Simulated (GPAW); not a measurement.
# Ti K-edge XANES of TiSe (Pnma), part 2 of 3

How does the Ti K edge of TiSe (Pnma) move when the bonds are compressed or stretched?

GPAW 26.7.0; X-ray absorption from dipole matrix elements to empty bands, plane-wave PAW LDA.

So far. Step 2 (The field without a hole): The mesh shows no gap, so the system is treated as a metal and the core electron is put at the Fermi level (neutral cell).

### 4. Spectrum with XCH, Ti atom 5

The holes are 7.0 Å apart. In GPAW the data set carries the hole's charge, so charge=0 means a charged cell and charge=-1 a neutral one. The excited electron is kept in the cell, where it fills the lowest empty states and screens the hole. After the field has converged, empty bands are computed with the density fixed and the dipole matrix elements are summed.

The absorber has 1 Se at 2.52 Å, 2 Se at 2.56 Å, 2 Se at 2.70 Å and 1 Se at 2.78 Å (distorted octahedral, site symmetry m).

The input, xas.py:

```python
import numpy as np
from ase import Atoms
from ase.parallel import parprint, paropen
from gpaw import GPAW, PW, FermiDirac, Mixer, MixerDif, setup_paths
from gpaw.test import gen
setup_paths.insert(0, '.')
gen('Ti', name='fch1s', xcname='LDA', corehole=(1, 0, 1), write_xml=True)
from gpaw.mpi import world
world.barrier()

atoms = Atoms('Se8Ti8',
    cell=[[0, 6.988, 0],
     [0, -3.494, -6.222],
     [-6.462, 3.494, 0]],
    scaled_positions=[[0.475, 0.42, 0.22],
     [0.975, 0.42, 0.22],
     [0.445, 0.92, 0.28],
     [0.945, 0.92, 0.28],
     [0.055, 0.08, 0.72],
     [0.555, 0.08, 0.72],
     [0.025, 0.58, 0.78],
     [0.525, 0.58, 0.78],
     [0.775, 0.81, 0.01],
     [0.275, 0.81, 0.01],
     [0.035, 0.31, 0.49],
     [0.535, 0.31, 0.49],
     [0.465, 0.69, 0.51],
     [0.965, 0.69, 0.51],
     [0.725, 0.19, 0.99],
     [0.225, 0.19, 0.99]],
    pbc=True)
atoms.calc = calc = GPAW(legacy_gpaw=True, mode=PW(430), xc='LDA', setups={8: 'fch1s'},
    kpts={'size': (3, 3, 3), 'gamma': True}, occupations=FermiDirac(0.1),
    charge=-1, mixer=Mixer(0.1, 5, 50), maxiter=150,
    convergence={'density': 0.0001}, txt='scf.txt')
energy = atoms.get_potential_energy() + calc.get_reference_energy()
ef = calc.get_fermi_level()
out = dict(energy=energy, fermi=ef, forces=atoms.get_forces().tolist())
parprint(f'all-electron energy {energy:.4f} eV, Fermi level {ef:.4f} eV')
ev = np.array([[calc.get_eigenvalues(k, s) for k in range(len(calc.get_ibz_k_points()))] for s in range(calc.get_number_of_spins())])
out['homo'], out['lumo'], out['counts'] = ev[ev < ef].max(), ev[ev > ef].min(), sorted(set((ev < ef).sum((0, 2)).tolist()))
out['filled'] = (ev[:, 0] < ef).sum(1).tolist()

from ase.units import Ha
from gpaw.xas import dipole_matrix_elements
nb = int(calc.get_number_of_electrons() / 2) + 210
top, nb = nb, nb + 8 + nb // 12
nscf = calc.fixed_density(kpts={'size': (3, 3, 3), 'gamma': True}, nbands=nb,
    convergence={'bands': top, 'eigenstates': 1e-5}, maxiter=60, txt='nscf.txt')
cell = atoms.cell.array
ops = [cell.T @ U.T @ np.linalg.inv(cell.T) for U in nscf.wfs.kd.symmetry.op_scc]
E = np.arange(-6, 34, 0.1)
fwhm = np.interp(E, [4, 25], [0.94, 3.5])
Y, X, zero, highest = 0, 0, 1e9, 1e9
for spin in range(nscf.get_number_of_spins()):
    wfs = nscf.wfs
    A = dipole_matrix_elements(wfs.setups[8])
    eps = np.zeros((wfs.kd.nibzkpts, nb))
    d = np.zeros((3, A.shape[1], wfs.kd.nibzkpts, nb), complex)
    for kpt in wfs.kpt_u:
        if kpt.s == spin and 8 in kpt.P_ani:
            eps[kpt.k] = kpt.eps_n * Ha
            d[:, :, kpt.k] = (kpt.weight * wfs.nspins / 2) ** 0.5 * np.inner(A, kpt.P_ani[8])
    world.sum(eps)
    world.sum(d)
    T = np.einsum('amkn,bmkn->abkn', d, d.conj()).real
    T = sum(np.einsum('ai,ijkn,bj->abkn', R, T, R) for R in ops) / len(ops)
    empty = eps > ef
    zero, highest = min(zero, eps[empty].min()), min(highest, eps[:, top - 1].min())
    lines = [(eps, T, empty)] if spin == 0 else lines + [(eps, T, empty)]
for eps, T, empty in lines:
    f = np.einsum('aakn->akn', T).reshape(3, -1)
    x = eps.ravel() - zero
    w = np.interp(x, E, fwhm) / 2.35482
    g = np.exp(-0.5 * ((E[:, None] - x) / w) ** 2) / (w * (2 * np.pi) ** 0.5)
    Y = Y + (f * empty.ravel()) @ g.T
    X = X + (f * ~empty.ravel()) @ g.T
out.update(E=E.round(2).tolist(), xas=Y.tolist(), xes=X.tolist(), zero=zero, valid=highest - zero, nk=len(eps), nb=nb)
for i in range(0, len(E), 10):
    parprint(f'{E[i]:7.2f}', *(f'{v:10.3e}' for v in Y[:, i]))
import json
with paropen('out.json', 'w') as f:
    json.dump(out, f)
```

On the command line:

```console
> OMP_NUM_THREADS=1 mpirun -n 2 gpaw python xas.py
```

Numbers of over 12 decimals in the logs are rounded to 6 here.

Output:

```text
Input parameters:
  charge: -1
  convergence: {density: 0.0001}
  kpts: {gamma: True,
         size: (3, 3, 3)}
  maxiter: 150
  mixer: {backend: pulay,
          beta: 0.1,
          method: separate,
          nmaxold: 5,
          weight: 50}
  mode: {ecut: 430.0,
         name: pw}
  occupations: {fixmagmom: False,
                name: fermi-dirac,
                width: 0.1}
  setups: {8: fch1s}

Initialize ...

[... PAW data sets ...]

Reference energy: -708546.642256  # eV

Spin-paired calculation

[... convergence settings ...]
Symmetries present (total): 1
  [... symmetry matrices ...]

27 k-points: 3 x 3 x 3 Monkhorst-Pack grid
14 k-points in the irreducible part of the Brillouin zone
       k-points in crystal coordinates                weights
   0:     0.00000000    0.00000000    0.00000000          1/27
   1:     0.00000000    0.00000000    0.33333333          2/27
   2:     0.00000000    0.33333333   -0.33333333          2/27
   3:     0.00000000    0.33333333    0.00000000          2/27
   4:     0.00000000    0.33333333    0.33333333          2/27
   5:     0.33333333   -0.33333333   -0.33333333          2/27
   6:     0.33333333   -0.33333333    0.00000000          2/27
   7:     0.33333333   -0.33333333    0.33333333          2/27
   8:     0.33333333    0.00000000   -0.33333333          2/27
   9:     0.33333333    0.00000000    0.00000000          2/27
          ...
  13:     0.33333333    0.33333333    0.33333333          2/27

Wave functions: Plane wave expansion
  Cutoff energy: 430.000 eV
  Number of coefficients (min, max): 5668, 5707
  Pulay-stress correction: 0.000000 eV/Ang^3 (de/decut=0.000000)
  Using FFTW library
  Wavefunction extrapolation:
    Improved wavefunction reuse through dual PAW basis

Occupation numbers: Fermi-Dirac:
  width: 0.1000  # eV

Eigensolver
   Davidson(niter=2)

Densities:
  Coarse grid: 35*35*36 grid
  Fine grid: 70*70*72 grid
  Total Charge: 0.000000

Density mixing:
  Method: separate
  Backend: pulay
  Linear mixing parameter: 0.1
  old densities: 5
  Width of damping distribution: 1.1
  Damping of long wavelength oscillations: 50

[... Hamiltonian set-up ...]
Number of atoms: 16
Number of atomic orbitals: 136
Number of bands in calculation: 91
Number of valence electrons: 145
Bands to converge: occupied

... initialized

Initializing position-dependent things.

Density initialized from atomic densities
Creating initial wave functions:
  91 bands from LCAO basis set

             Ti
                Se

          Ti  Se        Se
                  Ti
                   TiSe
              SeTi
                 Ti
           Se        Se  Ti

                   Se
                      Ti

Atomic positions and initial magnetic moments

Positions:
   0 Se    -1.421640    2.620500   -2.613240    ( 0.0000,  0.0000,  0.0000)
   1 Se    -1.421640    6.114500   -2.613240    ( 0.0000,  0.0000,  0.0000)
   2 Se    -1.809360    0.873500   -5.724240    ( 0.0000,  0.0000,  0.0000)
   3 Se    -1.809360    4.367500   -5.724240    ( 0.0000,  0.0000,  0.0000)
   4 Se    -4.652640    2.620500   -0.497760    ( 0.0000,  0.0000,  0.0000)
   5 Se    -4.652640    6.114500   -0.497760    ( 0.0000,  0.0000,  0.0000)
   6 Se    -5.040360    0.873500   -3.608760    ( 0.0000,  0.0000,  0.0000)
[...]
13 Ti    -3.295620    6.114500   -4.293180    ( 0.0000,  0.0000,  0.0000)
  14 Ti    -6.397380    7.861500   -1.182180    ( 0.0000,  0.0000,  0.0000)
  15 Ti    -6.397380    4.367500   -1.182180    ( 0.0000,  0.0000,  0.0000)

Unit cell:
           periodic     x           y           z      points  spacing
  1. axis:    yes    0.000000    6.988000    0.000000    35     0.1575
  2. axis:    yes    0.000000   -3.494000   -6.222000    35     0.1778
  3. axis:    yes   -6.462000    3.494000    0.000000    36     0.1795

  Lengths:   6.988000   7.135918   7.346120
  Angles:  103.466871  61.599934 119.316640

Effective grid spacing dv^(1/3) = 0.1854

iter:   1  -166.091327
iter:   2  -134.352228   -0.08  -1.11
iter:   3  -125.915384   -1.04  -1.25
iter:   4  -125.318756   -1.30  -1.40
iter:   5  -125.005465   -2.01  -1.43
iter:   6  -124.766414   -1.30  -1.51
iter:   7  -124.923788   -1.53  -1.80
iter:   8  -124.543083   -2.20  -1.78
iter:   9  -124.505164   -2.93  -2.00
iter:  10  -124.510054c  -2.95  -2.20
iter:  11  -124.505528c  -3.66  -2.62
iter:  12  -124.504942c  -3.99  -2.78
iter:  13  -124.503660c  -3.84  -2.84
iter:  14  -124.503803c  -4.41  -2.99
iter:  15  -124.503453c  -4.93  -3.03
iter:  16  -124.502842c  -4.63  -3.25
iter:  17  -124.503108c  -5.27  -3.36
iter:  18  -124.503088c  -5.34  -3.60
iter:  19  -124.503084c  -5.85  -3.97
iter:  20  -124.503054c  -6.50  -4.26c
iter:  21  -124.503037c  -6.60  -4.37c
iter:  22  -124.503043c  -6.90  -4.48c
iter:  23  -124.503021c  -7.13  -4.54c
iter:  24  -124.503034c  -7.32  -4.62c
iter:  25  -124.503031c  -7.71c -4.68c

Converged after 25 iterations.

Dipole moment: (-0.129980, -0.015260, 0.206811) |e|*Ang

Energy contributions relative to reference atoms: (reference = -708546.642256)

Kinetic:       +127.476953
Potential:     -117.348228
External:        +0.000000
XC:            -133.180265
Entropy (-ST):   -0.328353
Local:           -1.287314
SIC:             +0.000000
--------------------------
Free energy:   -124.667207
Extrapolated:  -124.503031

Showing only first 2 kpts
 Kpt  Band  Eigenvalues  Occupancy
  0    70      8.84943    1.98374
  0    71      8.91367    1.96932
  0    72      9.27058    1.28794
  0    73      9.61406    0.11018

  1    70      8.75605    1.99358
  1    71      9.36219    0.83965
  1    72      9.53622    0.22534
[...]
Fermi level: 9.32984

No gap
No difference between direct/indirect transitions

Forces in eV/Ang:
  0 Se    0.34871   -0.00000   -0.18039
  1 Se    0.22390    0.00000   -0.03873
  2 Se    0.02820    0.17657    0.10018
  3 Se    0.02820   -0.17657    0.10018
  4 Se    0.03582    0.00000    0.20430
  5 Se    0.18612    0.00000   -0.01657
  6 Se   -0.31373   -0.08060   -0.03842
[...]
13 Ti    0.17670    0.00000   -0.34727
 14 Ti   -0.18594    0.16210   -0.04810
 15 Ti   -0.18594   -0.16210   -0.04810
Scalar-relativistic atomic LDA calculation for Ti (Titanium, Z=22)
Core hole in 1s state (1s occupation: 1.0)
600 radial gridpoints.
|------------------------------------------------|
|------------------------------------------------|
[... the atom generator's iteration count ...]

Energy contributions:
-------------------------
Kinetic:     +672.671614
XC:           -34.028348
Potential:  -1307.172598
-------------------------
Total:       -668.529332

state      eigenvalue         ekin         rmax
-----------------------------------------------
1s^1.0 :  -187.828620   240.500426        0.045
2s^2.0 :   -22.002726    43.832967        0.262
2p^6.0 :   -18.989232    43.629197        0.209
3s^2.0 :    -2.983269     9.467322        0.829
3p^6.0 :    -2.108060     8.391345        0.840
3d^2.0 :    -0.666650     5.344221        0.850
4s^2.0 :    -0.460559     1.379460        2.509
4p^0.0 :    -0.300118     0.992184        2.957
-----------------------------------------------
(units: Bohr and Hartree)

Generating PAW setup
Kinetic energy of the core from tauc = 593.006444694578
Cutoffs:
rc(s)=2.400
rc(p)=2.000
rc(d)=2.000
rc(vbar)=1.800
rc(comp)=2.300
rc(nct)=2.400

Kinetic energy of the core states: 589.941539
Charge: 1.0
Core electrons: 9.0
Valence electrons: 12.0
Pseudo-core charge: 0.000000
Shape function alpha=1.890
Pseudo-electron charge 5.350237
state    eigenvalue         norm
--------------------------------
3s(2) :    -2.983269     0.223229
4s(2) :    -0.460559     1.020774
3p(6) :    -2.108060     0.336604
4p(0) :    -0.300118     0.967107
3d(2) :    -0.666650     0.421304
*d    :     0.333350
--------------------------------

Diagonalizing with gridspacing h=0.050

state   all-electron     PAW
-------------------------------
3s:      -2.983269    -2.983558
3p:      -2.108060    -2.108705
3d:      -0.666650    -0.667242
*f:                   -0.026873
-------------------------------
all-electron energy -708671.1453 eV, Fermi level 9.3298 eV
[...]
31.00  4.536e-07  4.578e-07  4.689e-07
  32.00  4.177e-07  4.286e-07  4.706e-07
  33.00  3.828e-07  3.927e-07  4.758e-07
```

Run time: 11 min. Hardware: 2 MPI ranks of Arm Neoverse V1, shared host; peak memory 0.73 GiB.

The Ti K spectrum, Ti atom 5, excited-electron core hole (neutral cell) (energy from the lowest empty level; intensity scaled to a mean of 1 over the first 20 eV; polarised curves are means over the symmetry-equivalent atoms):

```tsv
E (eV)	isotropic	ε ∥ x	ε ∥ y	ε ∥ z
-2.0	0.00	0.00	0.00	0.00
-1.5	0.00	0.00	0.00	0.00
-1.0	0.00	0.00	0.00	0.00
-0.5	0.02	0.00	0.02	0.02
0.0	0.09	0.02	0.10	0.14
0.5	0.21	0.06	0.23	0.33
1.0	0.28	0.14	0.32	0.39
1.5	0.33	0.27	0.40	0.33
2.0	0.38	0.37	0.46	0.32
2.5	0.36	0.40	0.36	0.32
3.0	0.28	0.32	0.24	0.28
3.5	0.20	0.20	0.15	0.26
4.0	0.30	0.21	0.23	0.46
4.5	0.58	0.38	0.55	0.80
5.0	0.76	0.56	0.79	0.93
5.5	0.90	0.71	0.98	1.01
6.0	1.10	0.98	1.17	1.15
6.5	1.28	1.33	1.30	1.21
7.0	1.44	1.68	1.43	1.21
7.5	1.55	1.90	1.56	1.18
8.0	1.65	1.94	1.73	1.28
8.5	1.70	1.77	1.86	1.48
9.0	1.64	1.50	1.82	1.60
9.5	1.49	1.29	1.63	1.54
10.0	1.32	1.22	1.38	1.36
10.5	1.22	1.26	1.17	1.22
11.0	1.24	1.36	1.10	1.25
11.5	1.32	1.43	1.16	1.37
12.0	1.36	1.40	1.23	1.44
12.5	1.31	1.26	1.25	1.41
13.0	1.22	1.12	1.20	1.34
13.5	1.13	1.02	1.11	1.25
14.0	1.05	0.97	1.01	1.16
14.5	0.99	0.96	0.94	1.08
15.0	0.99	1.01	0.91	1.04
15.5	1.01	1.07	0.94	1.03
16.0	1.05	1.11	1.00	1.04
16.5	1.08	1.12	1.07	1.07
17.0	1.11	1.11	1.12	1.10
17.5	1.13	1.11	1.15	1.12
18.0	1.13	1.12	1.14	1.12
18.5	1.11	1.12	1.12	1.10
19.0	1.09	1.12	1.08	1.06
19.5	1.06	1.11	1.05	1.01
20.0	1.03	1.10	1.02	0.97
20.5	1.02	1.09	1.00	0.95
21.0	1.01	1.08	0.99	0.95
21.5	1.00	1.06	1.00	0.95
22.0	1.00	1.04	1.01	0.95
22.5	0.99	1.02	1.02	0.93
23.0	0.98	0.99	1.03	0.91
23.5	0.95	0.97	1.02	0.88
24.0	0.93	0.95	0.99	0.83
24.5	0.90	0.94	0.96	0.80
25.0	0.87	0.93	0.92	0.77
25.5	0.86	0.93	0.90	0.76
26.0	0.87	0.93	0.89	0.78
26.5	0.88	0.94	0.89	0.81
27.0	0.91	0.96	0.91	0.86
27.5	0.94	0.97	0.94	0.90
28.0	0.96	0.98	0.96	0.93
28.5	0.98	0.99	0.98	0.95
29.0	0.98	0.99	0.99	0.96
29.5	0.97	0.99	0.98	0.96
30.0	0.96	0.97	0.96	0.95
30.5	0.94	0.94	0.94	0.94
31.0	0.92	0.91	0.92	0.94
31.5	0.90	0.87	0.89	0.94
32.0	0.88	0.84	0.86	0.94
```

Main maxima below 30 eV (height): 2.1 eV (0.39), 8.5 eV (1.70), 12.0 eV (1.36), 17.8 eV (1.13) and 29.0 eV (0.98). A K edge sees empty p states. The first eV above the zero hold little dipole weight, as the lowest empty bands are of d character; the main edge, of 4p character, rises through 0.6 near 5 eV above the zero.

The total-energy difference is 4970.07 eV. One term is added: -22.68 eV, since the hole is spin-paired here and a spin-polarised one costs that much less in the free atom (computed apart). The photon energy is then 4947.39 eV. The tabulated edge of the element is 4966 eV. The functional leaves an error in such absolute values: in the free atom LDA prices this hole 13.2 eV below PBE (computed apart), and PBE is itself good to a few eV.

### 5. Supercell without a hole, the energy reference

The cell changes for the next run, so it gets a reference energy of its own.

The cell differs from the one that the last finished run ended in (a 6.988 → 6.845 Å, b 7.136 → 6.990 Å, c 7.346 → 7.196 Å).

The input, scf.py:

```python
import numpy as np
from ase import Atoms
from ase.parallel import parprint, paropen
from gpaw import GPAW, PW, FermiDirac, Mixer, MixerDif, setup_paths
from gpaw.test import gen
setup_paths.insert(0, '.')
gen('Ti', name='nch1s', xcname='LDA', corehole=(1, 0, 0), write_xml=True)
from gpaw.mpi import world
world.barrier()

atoms = Atoms('Se8Ti8',
    cell=[[0, 6.84534773, 0],
     [0, -3.42267386, -6.09498477],
     [-6.33008543, 3.42267386, 0]],
    scaled_positions=[[0.475, 0.42, 0.22],
     [0.975, 0.42, 0.22],
     [0.445, 0.92, 0.28],
     [0.945, 0.92, 0.28],
     [0.055, 0.08, 0.72],
     [0.555, 0.08, 0.72],
     [0.025, 0.58, 0.78],
     [0.525, 0.58, 0.78],
     [0.775, 0.81, 0.01],
     [0.275, 0.81, 0.01],
     [0.035, 0.31, 0.49],
     [0.535, 0.31, 0.49],
     [0.465, 0.69, 0.51],
     [0.965, 0.69, 0.51],
     [0.725, 0.19, 0.99],
     [0.225, 0.19, 0.99]],
    pbc=True)
atoms.calc = calc = GPAW(legacy_gpaw=True, mode=PW(430), xc='LDA', setups={8: 'nch1s'},
    kpts={'size': (3, 3, 3), 'gamma': True}, occupations=FermiDirac(0.1),
    charge=0, mixer=Mixer(0.1, 5, 50), maxiter=150,
    convergence={'density': 0.0001}, txt='scf.txt')
energy = atoms.get_potential_energy() + calc.get_reference_energy()
ef = calc.get_fermi_level()
out = dict(energy=energy, fermi=ef, forces=atoms.get_forces().tolist())
parprint(f'all-electron energy {energy:.4f} eV, Fermi level {ef:.4f} eV')
ev = np.array([[calc.get_eigenvalues(k, s) for k in range(len(calc.get_ibz_k_points()))] for s in range(calc.get_number_of_spins())])
out['homo'], out['lumo'], out['counts'] = ev[ev < ef].max(), ev[ev > ef].min(), sorted(set((ev < ef).sum((0, 2)).tolist()))
out['filled'] = (ev[:, 0] < ef).sum(1).tolist()
import json
with paropen('out.json', 'w') as f:
    json.dump(out, f)
```

On the command line:

```console
> OMP_NUM_THREADS=1 mpirun -n 2 gpaw python scf.py
```

Output:

```text
Input parameters:
  convergence: {density: 0.0001}
  kpts: {gamma: True,
         size: (3, 3, 3)}
  maxiter: 150
  mixer: {backend: pulay,
          beta: 0.1,
          method: separate,
          nmaxold: 5,
          weight: 50}
  mode: {ecut: 430.0,
         name: pw}
  occupations: {fixmagmom: False,
                name: fermi-dirac,
                width: 0.1}
  setups: {8: nch1s}

Initialize ...

[...]
4s(2) :    -0.168799     0.990650
3p(6) :    -1.425558     0.436626
4p(0) :    -0.056429     0.981035
3d(2) :    -0.164024     0.588737
*d    :     0.835976
--------------------------------

Diagonalizing with gridspacing h=0.050

state   all-electron     PAW
-------------------------------
3s:      -2.287902    -2.288205
3p:      -1.425558    -1.426242
3d:      -0.164024    -0.164519
*f:                    0.065395
-------------------------------
all-electron energy -713641.5485 eV, Fermi level 10.1530 eV
[key lines of the parts left out:]
Converged after 22 iterations.
Dipole moment: (0.000000, -0.000000, -0.000000) |e|*Ang
Free energy:   -112.701742
Fermi level: 10.15299
```

Wall time 3 min (2 MPI ranks); peak memory 0.4 GiB; 6 min of CPU time.

Reference energy: -713641.549 eV with the cores included.

### 6. Spectrum with XCH, Ti atom 5

Shorter bonds are expected to push antibonding states and scattering resonances up, and longer ones down; the cell is scaled to test that.

Changed against the first core-hole run: volume scale from 1 to 0.94.

xas.py, as its differences from that of step 4:

```diff
@@ -11,5 +11,5 @@
 atoms = Atoms('Se8Ti8',
-    cell=[[0, 6.988, 0],
-     [0, -3.494, -6.222],
-     [-6.462, 3.494, 0]],
+    cell=[[0, 6.84534773, 0],
+     [0, -3.42267386, -6.09498477],
+     [-6.33008543, 3.42267386, 0]],
     scaled_positions=[[0.475, 0.42, 0.22],
@@ -45,3 +45,3 @@
 from gpaw.xas import dipole_matrix_elements
-nb = int(calc.get_number_of_electrons() / 2) + 210
+nb = int(calc.get_number_of_electrons() / 2) + 200
 top, nb = nb, nb + 8 + nb // 12
```

On the command line:

```console
> OMP_NUM_THREADS=1 mpirun -n 2 gpaw python xas.py
```

Output:

```text
Input parameters:
  charge: -1
  convergence: {density: 0.0001}
  kpts: {gamma: True,
         size: (3, 3, 3)}
  maxiter: 150
  mixer: {backend: pulay,
          beta: 0.1,
          method: separate,
          nmaxold: 5,
          weight: 50}
  mode: {ecut: 430.0,
         name: pw}
  occupations: {fixmagmom: False,
                name: fermi-dirac,
                width: 0.1}
  setups: {8: fch1s}

Initialize ...

[...]
*d    :     0.333350
--------------------------------

Diagonalizing with gridspacing h=0.050

state   all-electron     PAW
-------------------------------
3s:      -2.983269    -2.983558
3p:      -2.108060    -2.108705
3d:      -0.666650    -0.667242
*f:                   -0.026873
-------------------------------
all-electron energy -708671.6257 eV, Fermi level 10.1319 eV
[...]
32.00  4.663e-07  4.609e-07  4.585e-07
  33.00  4.288e-07  4.324e-07  4.583e-07
[key lines of the parts left out:]
Converged after 23 iterations.
Dipole moment: (-0.122180, -0.017487, 0.196552) |e|*Ang
Free energy:   -125.131369
Fermi level: 10.13191
```

Wall time 10 min (2 MPI ranks); peak memory 0.7 GiB; 21 min of CPU time.

```tsv
E (eV)	first run	this run
-2.0	0.00	0.00
-1.0	0.00	0.00
0.0	0.09	0.09
1.0	0.28	0.29
2.0	0.38	0.38
3.0	0.28	0.35
4.0	0.30	0.23
5.0	0.76	0.69
6.0	1.10	1.00
7.0	1.44	1.41
8.0	1.65	1.55
9.0	1.64	1.68
10.0	1.32	1.45
11.0	1.24	1.17
12.0	1.36	1.28
13.0	1.22	1.29
14.0	1.05	1.14
15.0	0.99	1.02
16.0	1.05	1.02
17.0	1.11	1.10
18.0	1.13	1.16
19.0	1.09	1.14
20.0	1.03	1.09
21.0	1.01	1.04
22.0	1.00	1.01
23.0	0.98	1.00
24.0	0.93	0.97
25.0	0.87	0.92
26.0	0.87	0.88
27.0	0.91	0.87
28.0	0.96	0.91
29.0	0.98	0.96
30.0	0.96	0.99
31.0	0.92	0.98
32.0	0.88	0.94
```

Against the first run the r.m.s. difference is 6 %. The highest intensity below 24 eV goes from 8.5 eV (1.70) to 9.0 eV (1.68).

The photon energy of the zero moves by -0.15 eV.

(Part 2 of 3 ends here.)

[Banner, clock and machine lines of the logs are left out without a mark of their own.]

[Logs are printed without paths, hosts, clocks, repeated set-up lines and the standing remarks that a program may print on its own settings, such as how far it seeks lower states.]

[Hosts, paths, dates, database ids (printed as entryN), source tags and the programs' standing remarks are cut or masked in the printed files.]

[Lists of maxima count a maximum above −3 eV only where it reaches 4 % of the highest in the window and stands out from its surroundings by 2 % of it (1.5 % where it reaches 55 %); shoulders and weaker maxima are passed over, and of the rest the first, up to two pre-edge ones and the few strongest are named.]
